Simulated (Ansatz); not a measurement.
# How Rh(110) screens a field

Aim: image plane and induced charge of Rh(110).

Method: plane-wave DFT, PBE, Ansatz PAW, in Ansatz 0.2.0.

### Step 1. The starting structure

The cell holds 9 atoms: 9 Rh. Its edges and angles: a = 3.800 Å, b = 2.687 Å, c = 28.748 Å, α = 90.0°, β = 90.0°, γ = 90.0°. Vacuum lies along c.

### Step 2. Atoms held, field 0

A sawtooth potential applies the field, turning back in the middle of the vacuum. With the dipole correction the typed value is the field outside the slab. The induced dipole is small, so the SCF threshold is tight.

input.yaml

```yaml
crystal:
  lattice:
    - [3.8, 0.0, 0.0]
    - [0.0, 2.6870057685, 0.0]
    - [0.0, 0.0, 28.748023074]
  atoms:
    - { symbol: Rh, position: [0.0, 0.0, 0.3130650054] }
    - { symbol: Rh, position: [0.5, 0.5, 0.3597987541] }
    - { symbol: Rh, position: [0.0, 0.0, 0.4065325027] }
    - { symbol: Rh, position: [0.5, 0.5, 0.4532662514] }
    - { symbol: Rh, position: [0.0, 0.0, 0.5] }
    - { symbol: Rh, position: [0.5, 0.5, 0.5467337486] }
    - { symbol: Rh, position: [0.0, 0.0, 0.5934674973] }
    - { symbol: Rh, position: [0.5, 0.5, 0.6402012459] }
    - { symbol: Rh, position: [0.0, 0.0, 0.6869349946] }
kpoints:
  mp_grid: { grid: [14, 18, 1] }
hamiltonian:
  xc: pbe
scf:
  occupations: { method: fermi_dirac, width: 0.1 }
  convergence: { dr2_threshold: 1.0e-10 }
efield:
  axis: 3
  dipole_correction: true
  ramp_position: 0.97
  ramp_width: 0.06
  amplitude: 0
output:
  forces: true
  write_potential: true
  write_density: true
  volumetric_format: npy
```

Started as:

```sh
ansatz run input.yaml --threads 4 --pin off --max-ram 6144MiB --backend cpu --events-out ev --progress --plain --runs-dir out
```

Numbers of over 12 decimals in the logs are rounded to 6 here.

Output:

```text
Engine: ansatz 0.2.0, aarch64-unknown-linux-gnu
Pseudopotentials: kind: paw
Pseudopotential: Rh, paw, valence charge 17, recommended cutoff 420 eV (normal), Rh.paw.azcp
Functional definition: PBE
  parameter kappa = 0.804
  parameter beta = 0.066725
  exchange = pbe_x(kappa = kappa, mu = beta*pi^2/3)
  correlation = pbe_c(beta = beta)
Crystal: 9 atoms, lattice volume = 293.535 Å³
Basis set: ecut = 420 eV, 5769 PW (Γ), exchange–correlation on 54×36×400 points (8 copies of the dense FFT grid, shifted against one another)
Bands: 92, of which v1, the nominal top of the filled ones, is band 77 counted from 1 (76 counted from 0)
Symmetry: 4 space group operations
k-points: 80 of 252
Non-local potential: Rh, projectors of the file, l = 0: 3, l = 1: 2, l = 2: 2, l = 3: 1
PAW form: soft (Blöchl's): semilocal exchange-correlation on the pseudo side does not see the compensation charge
PAW one-centre angular grid: Rh, 590 points (default); XC on 64 Gauss nodes
Initial density: superposition of atomic densities (neutral atoms: chi_scale 0, normalization atom), corrected by the library's trained network
Initial wavefunctions: pseudopotential atomic-orbital guess
Functional: x = pbe(κ = 0.804, μ = 0.219515), c = pbe(β = 0.066725)
SCF iter   1: F=—  HF=-57623.040667 eV  |F-HF|=—  |Δ(HF+E_count)|=         —  Δρ=7.04e-3  dr2=1.09e0  ethr=1.77e-3  p=0.000 e·Å  D=1.57e-14 V/Å  ΔV_dip=-0.00 eV  dr2_dipole=1.99e-8  V_vac-E_F(+/−)=4.38/4.38 eV  ⟨swp⟩=7.8  Hψ=32819  notcnv=0  defer=84
efield: sawtooth ramp at fractional position 0.9700 (set: `efield.ramp_position`, or a place that a band, a saddle search or an elastic batch's reference lends), width 0.0600; the density the first Hamiltonian is built on has a dipole p = 0.000 e·Å; the dipole correction subtracts the counter field D = 1.57e-14 V/Å, which shifts the + side's vacuum level by -0.00 eV against the − side's; the planar-averaged density in the ramp window peaks in size at 1.3e-5 e/Å³
preconditioner: auto → LDOS  [metal: Δε(μ)=0.000 eV  Ē_g=5.423 eV  σ=0.100 eV  W_gap=0.00  n_scr=70 (ndim 8)  ℏωp=19.5 eV  f_vac=0.528  D(μ)=14.39/eV (n_scr^D=134)  β→1.0]
SCF iter   2: F=—  HF=-57623.031232 eV  |F-HF|=—  |Δ(HF+E_count)|=   9.44e-3  Δρ=2.54e-3  dr2=1.31e-2  ethr=7.10e-4  p=-0.000 e·Å  D=-2.60e-6 V/Å  ΔV_dip=0.00 eV  dr2_dipole=1.04e-7  V_vac-E_F(+/−)=4.60/4.60 eV  ⟨swp⟩=2.0  Hψ=8730  notcnv=0  defer=141
SCF iter   3: F=—  HF=-57623.030259 eV  |F-HF|=—  |Δ(HF+E_count)|=   9.73e-4  Δρ=1.64e-3  dr2=7.73e-3  ethr=8.57e-6  p=-0.000 e·Å  D=-8.14e-7 V/Å  ΔV_dip=0.00 eV  dr2_dipole=2.84e-8  V_vac-E_F(+/−)=4.59/4.59 eV  ⟨swp⟩=3.2  Hψ=15926  notcnv=0  defer=141
SCF iter   4: F=—  HF=-57623.028494 eV  |F-HF|=—  |Δ(HF+E_count)|=   1.76e-3  Δρ=2.39e-4  dr2=2.08e-4  ethr=5.05e-6  p=-0.000 e·Å  D=-9.27e-7 V/Å  ΔV_dip=0.00 eV  dr2_dipole=3.75e-9  V_vac-E_F(+/−)=4.61/4.61 eV  ⟨swp⟩=2.1  Hψ=10581  notcnv=0  defer=141
SCF iter   5: F=—  HF=-57623.028516 eV  |F-HF|=—  |Δ(HF+E_count)|=   2.20e-5  Δρ=6.38e-5  dr2=4.02e-5  ethr=1.36e-7  p=-0.000 e·Å  D=-4.67e-7 V/Å  ΔV_dip=0.00 eV  dr2_dipole=3.01e-9  V_vac-E_F(+/−)=4.62/4.62 eV  ⟨swp⟩=2.1  Hψ=11426  notcnv=0  defer=141
SCF iter   6: F=—  HF=-57623.028287 eV  |F-HF|=—  |Δ(HF+E_count)|=   2.29e-4  Δρ=2.19e-5  dr2=2.57e-6  ethr=2.63e-8  p=-0.000 e·Å  D=-1.46e-7 V/Å  ΔV_dip=0.00 eV  dr2_dipole=8.93e-10  V_vac-E_F(+/−)=4.62/4.62 eV  ⟨swp⟩=1.8  Hψ=8548  notcnv=0  defer=141
SCF iter   7: F=—  HF=-57623.027616 eV  |F-HF|=—  |Δ(HF+E_count)|=   6.71e-4  Δρ=7.99e-6  dr2=2.66e-7  ethr=1.68e-9  p=-0.000 e·Å  D=-7.17e-8 V/Å  ΔV_dip=0.00 eV  dr2_dipole=4.78e-11  V_vac-E_F(+/−)=4.62/4.62 eV  ⟨swp⟩=2.2  Hψ=11450  notcnv=0  defer=138
SCF iter   8: F=—  HF=-57623.027617 eV  |F-HF|=—  |Δ(HF+E_count)|=   6.98e-7  Δρ=2.29e-6  dr2=2.25e-8  ethr=1.74e-10  p=-0.000 e·Å  D=-1.68e-8 V/Å  ΔV_dip=0.00 eV  dr2_dipole=9.66e-12  V_vac-E_F(+/−)=4.62/4.62 eV  ⟨swp⟩=2.2  Hψ=11045  notcnv=0  defer=137
SCF iter   9: F=—  HF=-57623.027617 eV  |F-HF|=—  |Δ(HF+E_count)|=   1.29e-8  Δρ=1.19e-6  dr2=7.92e-9  ethr=1.47e-11  p=-0.000 e·Å  D=-1.31e-8 V/Å  ΔV_dip=0.00 eV  dr2_dipole=1.70e-12  V_vac-E_F(+/−)=4.62/4.62 eV  ⟨swp⟩=2.5  Hψ=13041  notcnv=0  defer=137
SCF iter  10: F=—  HF=-57623.027617 eV  |F-HF|=—  |Δ(HF+E_count)|=   5.05e-9  Δρ=4.98e-7  dr2=1.49e-9  ethr=5.18e-12  p=-0.000 e·Å  D=-5.00e-9 V/Å  ΔV_dip=0.00 eV  dr2_dipole=1.08e-13  V_vac-E_F(+/−)=4.62/4.62 eV  ⟨swp⟩=2.5  Hψ=12639  notcnv=0  defer=137
SCF iter  11: F=—  HF=-57623.027617 eV  |F-HF|=—  |Δ(HF+E_count)|=   4.59e-9  Δρ=1.63e-7  dr2=1.37e-10  ethr=1.00e-12  p=-0.000 e·Å  D=-1.73e-9 V/Å  ΔV_dip=0.00 eV  dr2_dipole=3.57e-15  V_vac-E_F(+/−)=4.62/4.62 eV  ⟨swp⟩=2.6  Hψ=11455  notcnv=0  defer=137
SCF iter  12: F=-57623.027617 eV  HF=-57623.027617 eV  |F-HF|=2.11e-10  |Δ(HF+E_count)|=  7.28e-12  Δρ=5.13e-8  dr2=8.74e-12  ethr=1.00e-12  p=-0.000 e·Å  D=-1.15e-9 V/Å  ΔV_dip=0.00 eV  dr2_dipole=1.04e-14  V_vac-E_F(+/−)=4.62/4.62 eV  ⟨swp⟩=15.0  Hψ=42697  notcnv=0
SCF 1 converged in 12 iterations: F = -57623.027617 eV  dr2 = 8.74e-12
  greatest PAW one-centre occupation: 1.000 electrons in one spin orbital (limit 2), on the Rh atom at site 4 (counted from 0), in its partial waves of l = 0
WARN: The output density's exchange-correlation potential varies sharply where the density is thin. Do not read a vacuum level from v_tot or v_xc, or from such a field of the output density. On a cell that repeats whose density bears no net charge and no dipole along the vacuum's axis use v_es (v_loc + v_h of the components); under efield.dipole_correction with no amplitude use v_es + v_field, which holds any externa [...]
SCF converged after 12 iterations
Free energy (F): -57623.027617 eV
Harris-Foulkes:  -57623.027617 eV  (|F-HF|=2.11e-10)
Internal energy: -57622.540327 eV  (E = F + TS)
E sigma→0 (E₀):  -57622.783972 eV
Entropy (-TS):   -0.487290 eV (-54.143 meV/atom)
Fermi energy:    6.759662 eV
Dipole field:    D = 0.000000 V/Å  (p = 0.000000 e·Å, saw-weighted, corrected)
Work function:   Φ+ = 4.6243 eV   Φ− = 4.6243 eV
Levels:          The Fermi level and band energies are counted from a zero that moves with the ramp; work functions are not
--- Per-component energies (eV) ---
  E_band       = -3124.828960
  E_kinetic    = 5155.117238
  E_local      = -348844.580203  (includes V_loc(G=0)·N_el)
  E_nonlocal   = 3197.903696
  E_hartree    = 171155.194771
  E_xc         = -1992.064650
  E_vxc        = -2500.072964  (∫ρ·V_xc dr)
  E_paw        = -32284.588160  (= ΣΔE_a)
  E_vpaw       = -2443.594454  (= ΣTr[D̂ρ^β])
  E_aug_tail   = 0.007672  (compensation charges beyond the density's cutoff)
  E_efield     = 0.000000  (sawtooth field / dipole correction)
  E_vefield    = 0.000000  (∫n·V_field dr)
  E_ewald      = 145990.469309
  E_smearing   = -0.487290  (= −TS)
  E_closure    = 0.000000  (closes the sum)
  Σ components = -57623.027617   (vs F -57623.027617, Δ=0.00e0)
--- Forces (eV/Å), atoms counted from 1 ---
  atom   1  Rh     0.00000000     0.00000000     0.66241495
  atom   2  Rh     0.00000000     0.00000000    -0.68261949
  atom   3  Rh     0.00000000     0.00000000    -0.41263832
  atom   4  Rh     0.00000000     0.00000000     0.26613415
  atom   5  Rh     0.00000000     0.00000000    -0.00000001
  atom   6  Rh     0.00000000     0.00000000    -0.26613415
  atom   7  Rh     0.00000000     0.00000000     0.41263833
  atom   8  Rh     0.00000000     0.00000000     0.68261950
  atom   9  Rh     0.00000000     0.00000000    -0.66241497
  max |Σ_I F_I| component: 1.56e-8 eV/Å
--- Band table (eV; the first three rows and the last of 80) ---
  k-point 0: bands = [... 73 lower, 5.9578, 6.1364, 6.1851, 6.3564, 6.6080, 6.7830, 6.8817, 7.1546, ... 11 higher]
  k-point 1: bands = [... 73 lower, 5.9140, 6.1385, 6.2410, 6.3080, 6.6648, 6.8285, 6.8313, 7.1257, ... 11 higher]
  k-point 2: bands = [... 73 lower, 5.9523, 6.2556, 6.2801, 6.2848, 6.6182, 6.7248, 6.8334, 7.0428, ... 11 higher]
  k-point 79: bands = [... 73 lower, 7.2471, 7.2567, 7.2576, 7.3664, 7.3762, 7.3922, 7.5782, 7.6069, ... 11 higher]
```

It took 75 s on 4 threads of Arm Neoverse V2, shared host; peak memory 1.7 GiB; 5 min of CPU time.

Numbers from this step:

```
energy at zero smearing   : -57622.7840 eV
work function, upper face : 4.624 eV
dipole along the normal   : 1.82e-7 e·Å
```

Running mean over 1.344 Å of the planar mean; the ramp of the sawtooth is left out. Table of electron's electrostatic potential energy less the Fermi level by z:

| z (Å) | electron's electrostatic potential energy less the Fermi level (eV) |
| --- | --- |
| 3.5 | 4.62 |
| 4.0 | 4.62 |
| 4.5 | 4.62 |
| 5.0 | 4.62 |
| 5.5 | 4.62 |
| 6.0 | 4.60 |
| 6.5 | 4.53 |
| 7.0 | 4.31 |
| 7.5 | 3.42 |
| 8.0 | -0.224 |
| 8.5 | -6.68 |
| 9.0 | -11.3 |
| 9.5 | -12.6 |
| 10.0 | -12.9 |
| 10.5 | -13.1 |
| 11.0 | -13.2 |
| 11.5 | -13.2 |
| 12.0 | -13.2 |
| 12.5 | -13.3 |
| 13.0 | -13.2 |
| 13.5 | -13.2 |
| 14.0 | -13.2 |
| 14.5 | -13.2 |
| 15.0 | -13.2 |
| 15.5 | -13.2 |
| 16.0 | -13.2 |
| 16.5 | -13.2 |
| 17.0 | -13.2 |
| 17.5 | -13.2 |
| 18.0 | -13.2 |
| 18.5 | -13.0 |
| 19.0 | -12.8 |
| 19.5 | -12.3 |
| 20.0 | -9.49 |
| 20.5 | -3.32 |
| 21.0 | 2.14 |
| 21.5 | 4.02 |
| 22.0 | 4.46 |
| 22.5 | 4.58 |
| 23.0 | 4.61 |
| 23.5 | 4.62 |
| 24.0 | 4.62 |
| 24.5 | 4.62 |
| 25.0 | 4.62 |
| 25.5 | 4.62 |

Force by atom:

| atom | x (eV/Å) | y (eV/Å) | z (eV/Å) | size |
| --- | --- | --- | --- | --- |
| Rh1 | 0.000 | 0.000 | 0.662 | 0.662 |
| Rh2 | 0.000 | 0.000 | -0.683 | 0.683 |
| Rh3 | 0.000 | 0.000 | -0.413 | 0.413 |
| Rh4 | 0.000 | 0.000 | 0.266 | 0.266 |
| Rh5 | 0.000 | 0.000 | 0.000 | 0.000 |
| Rh6 | 0.000 | 0.000 | -0.266 | 0.266 |
| Rh7 | 0.000 | 0.000 | 0.413 | 0.413 |
| Rh8 | 0.000 | 0.000 | 0.683 | 0.683 |
| Rh9 | 0.000 | 0.000 | -0.662 | 0.662 |

The work function of the upper face is 4.62 eV.

### Step 3. Atoms held, field 0.05 V/Å

Changes to input.yaml since step 2:

```diff
@@ -27,3 +27,3 @@
   ramp_width: 0.06
-  amplitude: 0
+  amplitude: 0.05
 output:
```

Output:

```text
[...]
Crystal: 9 atoms, lattice volume = 293.535 Å³
Basis set: ecut = 420 eV, 5769 PW (Γ), exchange–correlation on 54×36×400 points (8 copies of the dense FFT grid, shifted against one another)
Bands: 92, of which v1, the nominal top of the filled ones, is band 77 counted from 1 (76 counted from 0)
Symmetry: 4 space group operations
k-points: 80 of 252
[...]
k-point 0: bands = [... 73 lower, 5.9576, 6.1363, 6.1849, 6.3562, 6.6078, 6.7828, 6.8816, 7.1545, ... 11 higher]
  k-point 1: bands = [... 73 lower, 5.9139, 6.1383, 6.2408, 6.3078, 6.6647, 6.8283, 6.8311, 7.1255, ... 11 higher]
  k-point 2: bands = [... 73 lower, 5.9521, 6.2554, 6.2799, 6.2846, 6.6181, 6.7246, 6.8332, 7.0427, ... 11 higher]
  k-point 79: bands = [... 73 lower, 7.2469, 7.2565, 7.2574, 7.3662, 7.3761, 7.3920, 7.5780, 7.6067, ... 11 higher]
[key lines of the parts left out:]
SCF converged after 14 iterations
Free energy (F): -57623.028594 eV
Fermi energy:    6.759488 eV
Dipole field:    D = 0.024092 V/Å  (p = 0.039081 e·Å, saw-weighted, corrected)
```

Run time: 85 s. Hardware: 4 threads; peak memory 1.7 GiB.

The dipole is 0.0391 e·Å.

### Step 4. Atoms held, field -0.05 V/Å

Changes to input.yaml since step 3:

```diff
@@ -27,3 +27,3 @@
   ramp_width: 0.06
-  amplitude: 0.05
+  amplitude: -0.05
 output:
```

Output:

```text
[...]
Crystal: 9 atoms, lattice volume = 293.535 Å³
Basis set: ecut = 420 eV, 5769 PW (Γ), exchange–correlation on 54×36×400 points (8 copies of the dense FFT grid, shifted against one another)
Bands: 92, of which v1, the nominal top of the filled ones, is band 77 counted from 1 (76 counted from 0)
Symmetry: 4 space group operations
k-points: 80 of 252
[...]
k-point 0: bands = [... 73 lower, 5.9576, 6.1363, 6.1849, 6.3562, 6.6078, 6.7828, 6.8816, 7.1545, ... 11 higher]
  k-point 1: bands = [... 73 lower, 5.9139, 6.1383, 6.2408, 6.3078, 6.6647, 6.8283, 6.8311, 7.1255, ... 11 higher]
  k-point 2: bands = [... 73 lower, 5.9521, 6.2554, 6.2799, 6.2846, 6.6181, 6.7246, 6.8332, 7.0427, ... 11 higher]
  k-point 79: bands = [... 73 lower, 7.2469, 7.2565, 7.2574, 7.3662, 7.3761, 7.3920, 7.5780, 7.6067, ... 11 higher]
[key lines of the parts left out:]
SCF converged after 14 iterations
Free energy (F): -57623.028594 eV
Fermi energy:    6.759488 eV
Dipole field:    D = -0.024092 V/Å  (p = -0.039081 e·Å, saw-weighted, corrected)
```

Run time: 85 s. Hardware: 4 threads; peak memory 1.7 GiB.

The dipole is -0.0391 e·Å.

### Step 5. Atoms held, field 0.1 V/Å

Changes to input.yaml since step 4:

```diff
@@ -27,3 +27,3 @@
   ramp_width: 0.06
-  amplitude: -0.05
+  amplitude: 0.1
 output:
```

Output:

```text
[...]
Crystal: 9 atoms, lattice volume = 293.535 Å³
Basis set: ecut = 420 eV, 5769 PW (Γ), exchange–correlation on 54×36×400 points (8 copies of the dense FFT grid, shifted against one another)
Bands: 92, of which v1, the nominal top of the filled ones, is band 77 counted from 1 (76 counted from 0)
Symmetry: 4 space group operations
k-points: 80 of 252
[...]
k-point 0: bands = [... 73 lower, 5.9571, 6.1358, 6.1842, 6.3557, 6.6073, 6.7822, 6.8810, 7.1539, ... 11 higher]
  k-point 1: bands = [... 73 lower, 5.9134, 6.1378, 6.2401, 6.3073, 6.6641, 6.8278, 6.8306, 7.1250, ... 11 higher]
  k-point 2: bands = [... 73 lower, 5.9516, 6.2549, 6.2794, 6.2841, 6.6175, 6.7241, 6.8327, 7.0421, ... 11 higher]
  k-point 79: bands = [... 73 lower, 7.2464, 7.2560, 7.2569, 7.3657, 7.3756, 7.3915, 7.5775, 7.6062, ... 11 higher]
[key lines of the parts left out:]
SCF converged after 14 iterations
Free energy (F): -57623.031525 eV
Fermi energy:    6.758967 eV
Dipole field:    D = 0.048186 V/Å  (p = 0.078166 e·Å, saw-weighted, corrected)
```

Wall time 85 s (4 threads); peak memory 1.7 GiB; 5.6 min of CPU time.

The dipole is 0.0782 e·Å.

### Step 6. Single point, field -0.1 V/Å

Changes to input.yaml since step 5:

```diff
@@ -27,3 +27,3 @@
   ramp_width: 0.06
-  amplitude: 0.1
+  amplitude: -0.1
 output:
```

Output:

```text
[...]
Crystal: 9 atoms, lattice volume = 293.535 Å³
Basis set: ecut = 420 eV, 5769 PW (Γ), exchange–correlation on 54×36×400 points (8 copies of the dense FFT grid, shifted against one another)
Bands: 92, of which v1, the nominal top of the filled ones, is band 77 counted from 1 (76 counted from 0)
Symmetry: 4 space group operations
k-points: 80 of 252
[...]
k-point 0: bands = [... 73 lower, 5.9571, 6.1358, 6.1842, 6.3557, 6.6073, 6.7822, 6.8810, 7.1539, ... 11 higher]
  k-point 1: bands = [... 73 lower, 5.9134, 6.1378, 6.2401, 6.3073, 6.6641, 6.8278, 6.8306, 7.1250, ... 11 higher]
  k-point 2: bands = [... 73 lower, 5.9516, 6.2549, 6.2794, 6.2841, 6.6175, 6.7241, 6.8327, 7.0421, ... 11 higher]
  k-point 79: bands = [... 73 lower, 7.2464, 7.2560, 7.2569, 7.3657, 7.3756, 7.3915, 7.5775, 7.6062, ... 11 higher]
[key lines of the parts left out:]
SCF converged after 14 iterations
Free energy (F): -57623.031525 eV
Fermi energy:    6.758967 eV
Dipole field:    D = -0.048186 V/Å  (p = -0.078166 e·Å, saw-weighted, corrected)
```

Elapsed: 85 s, on 4 threads; peak memory 1.7 GiB.

The dipole is -0.0782 e·Å.

### Step 7. Atoms held, field 0.2 V/Å

Changes to input.yaml since step 6:

```diff
@@ -27,3 +27,3 @@
   ramp_width: 0.06
-  amplitude: -0.1
+  amplitude: 0.2
 output:
```

Output:

```text
[...]
Crystal: 9 atoms, lattice volume = 293.535 Å³
Basis set: ecut = 420 eV, 5769 PW (Γ), exchange–correlation on 54×36×400 points (8 copies of the dense FFT grid, shifted against one another)
Bands: 92, of which v1, the nominal top of the filled ones, is band 77 counted from 1 (76 counted from 0)
Symmetry: 4 space group operations
k-points: 80 of 252
[...]
k-point 0: bands = [... 73 lower, 5.9550, 6.1337, 6.1817, 6.3536, 6.6052, 6.7800, 6.8790, 7.1518, ... 11 higher]
  k-point 1: bands = [... 73 lower, 5.9115, 6.1357, 6.2376, 6.3053, 6.6620, 6.8255, 6.8285, 7.1230, ... 11 higher]
  k-point 2: bands = [... 73 lower, 5.9495, 6.2527, 6.2773, 6.2819, 6.6155, 6.7219, 6.8306, 7.0401, ... 11 higher]
  k-point 79: bands = [... 73 lower, 7.2443, 7.2539, 7.2548, 7.3636, 7.3735, 7.3894, 7.5754, 7.6042, ... 11 higher]
[key lines of the parts left out:]
SCF converged after 14 iterations
Free energy (F): -57623.043251 eV
Fermi energy:    6.756876 eV
Dipole field:    D = 0.096386 V/Å  (p = 0.156355 e·Å, saw-weighted, corrected)
```

It took 86 s on 4 threads; peak memory 1.7 GiB.

The dipole is 0.156 e·Å.

### Step 8. Single point, field -0.2 V/Å

Changes to input.yaml since step 7:

```diff
@@ -27,3 +27,3 @@
   ramp_width: 0.06
-  amplitude: 0.2
+  amplitude: -0.2
 output:
```

Output:

```text
[...]
Crystal: 9 atoms, lattice volume = 293.535 Å³
Basis set: ecut = 420 eV, 5769 PW (Γ), exchange–correlation on 54×36×400 points (8 copies of the dense FFT grid, shifted against one another)
Bands: 92, of which v1, the nominal top of the filled ones, is band 77 counted from 1 (76 counted from 0)
Symmetry: 4 space group operations
k-points: 80 of 252
[...]
k-point 0: bands = [... 73 lower, 5.9550, 6.1337, 6.1817, 6.3536, 6.6052, 6.7800, 6.8790, 7.1518, ... 11 higher]
  k-point 1: bands = [... 73 lower, 5.9115, 6.1357, 6.2376, 6.3053, 6.6620, 6.8255, 6.8285, 7.1230, ... 11 higher]
  k-point 2: bands = [... 73 lower, 5.9495, 6.2527, 6.2773, 6.2819, 6.6155, 6.7219, 6.8306, 7.0401, ... 11 higher]
  k-point 79: bands = [... 73 lower, 7.2443, 7.2539, 7.2548, 7.3636, 7.3735, 7.3894, 7.5754, 7.6042, ... 11 higher]
[key lines of the parts left out:]
SCF converged after 14 iterations
Free energy (F): -57623.043251 eV
Fermi energy:    6.756875 eV
Dipole field:    D = -0.096386 V/Å  (p = -0.156355 e·Å, saw-weighted, corrected)
```

The job ended after 86 s (4 threads; peak memory 1.7 GiB).

The dipole is -0.156 e·Å.

[end of part 1 of 2]

[Logs are printed without paths, hosts, clocks, repeated set-up lines and the standing remarks that a program may print on its own settings, such as how far it seeks lower states.]

[Hosts, paths, dates, database ids (printed as entryN), source tags and the programs' standing remarks are cut or masked in the printed files.]

[Maps of the electrostatic potential energy from Ansatz leave out the sawtooth potential of an applied field or a dipole correction, so their vacuum need not be flat; planar profiles and work functions include it.]
